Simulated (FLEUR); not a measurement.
Computed results, one entry a study.

```
! title: Magnetic state of CeAl from several starts
! method: PBEsol with U = 4.3 eV, J = 0.7 eV on Ce f; all-electron FLAPW, Dirac cores, scalar-relativistic bands (and 1 further level or step)
! program: FLEUR MaX-R8.1
! settings of one run: kmax 3.6 1/bohr, gmax 10.8 1/bohr, muffin tin radii Ce: 2.8, Al: 2.8 bohr, lmax Ce: [10, 8], Al: [10, 8], hist occupations, smearing width 0.03 eV, mixer Anderson, mixing 0.05, max iterations 130, stop 0.0001 me/bohr³, collinear spin, 6×6×6 k-mesh, double counting FLL, mesh matched on, seeded occupations whole cubic f orbitals, Hund's first rule, starting moments 1 0 μB
! cost: 5 runs, 2.2 min in all on 4 MPI ranks of Intel Xeon Platinum 8488C (Sapphire Rapids), shared host (the runs of this entry)
! notes: The run is spin-polarised, with a total moment of 1.01 μB a cell. Known weakness: open f shell state may not be lowest. The f shell was seeded by Hund’s rules, so the run need not end in the lowest state; crystal-field states that mix several m can carry less. Only 3 starts were tried; other patterns of signs, canted and longer-period orders were not.
! lowest state found: ferromagnetic (initial ferro +)
! largest site spin moment: 0.953 μB
! next finished state: antiferromagnetic, 2.80 meV a seeded atom higher
! orbital moment on the atom of largest spin, along its spin (spin–orbit run): -2.75 μB
! spin plus orbital moment: Ce 1.79 μB
CELL_PARAMETERS angstrom
3.67336 0.00000 0.00000
0.00000 3.67336 0.00000
0.00000 0.00000 3.67336
ATOMIC_POSITIONS crystal
Ce 0.50000 0.50000 0.50000
Al 0.00000 0.00000 0.00000
```

[Logs and program files are shortened in this print: banners, set-up blocks, solver, clock and traceback lines can be left out without a mark of their own.]

[Logs are printed without paths, hosts, clocks, repeated set-up lines and the standing remarks that a program may print on its own settings, such as how far it seeks lower states.]

[Hosts, paths, dates, database ids (printed as entryN), source tags and the programs' standing remarks are cut or masked in the printed files.]

[Where a cell is said to come from a database of computed structures, the database is the Materials Project.]
